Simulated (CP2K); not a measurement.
Two runs for the C K edge of cis-1,2-difluoroethylene. Run A: CP2K XAS_TDP, all-electron GAPW, PBEh(45%), aug-cc-pVTZ, TDA, no relativity. Run B differs in one setting.

First lines with a strength over 0.0015. A:

```
                              atom  energy (eV)  states  strength, one atom
C2 (bonded to C, F and H), 2 alike       283.10       1              0.0598
                                         284.90       1              0.0376
                                         286.30       1              0.0118
                                         287.77       1              0.0036
                                         288.00       1              0.0081
```

B:

| atom | energy (eV) | states | strength, one atom |
| --- | --- | --- | --- |
| C2 (bonded to C, F and H), 2 alike | 285.03 | 1 | 0.0641 |
|  | 286.92 | 1 | 0.0420 |
|  | 288.26 | 1 | 0.0141 |
|  | 289.57 | 1 | 0.0016 |
|  | 289.84 | 1 | 0.0038 |

Q: Which was it: the basis, the functional, scalar relativity switched on, GW2X switched on?

The functional (functional from PBEh(45%) to BHandHLYP; the lines alone don't name the new value). A functional moves all lines by electronvolts and changes their spacings and strengths. Against PBEh(45%) in aug-cc-pVTZ, the leading line moves by +1.93 eV, to 285.03 eV; the strength of C2's goes from 0.0598 to 0.0641. The next line of C2 over the strength cut lies 1.89 eV higher, against 1.80.

[Banner, clock and machine lines of the logs are left out without a mark of their own.]

[Logs are printed without paths, hosts, clocks, repeated set-up lines and the standing remarks that a program may print on its own settings, such as how far it seeks lower states.]

[Hosts, paths, dates, database ids (printed as entryN), source tags and the programs' standing remarks are cut or masked in the printed files.]
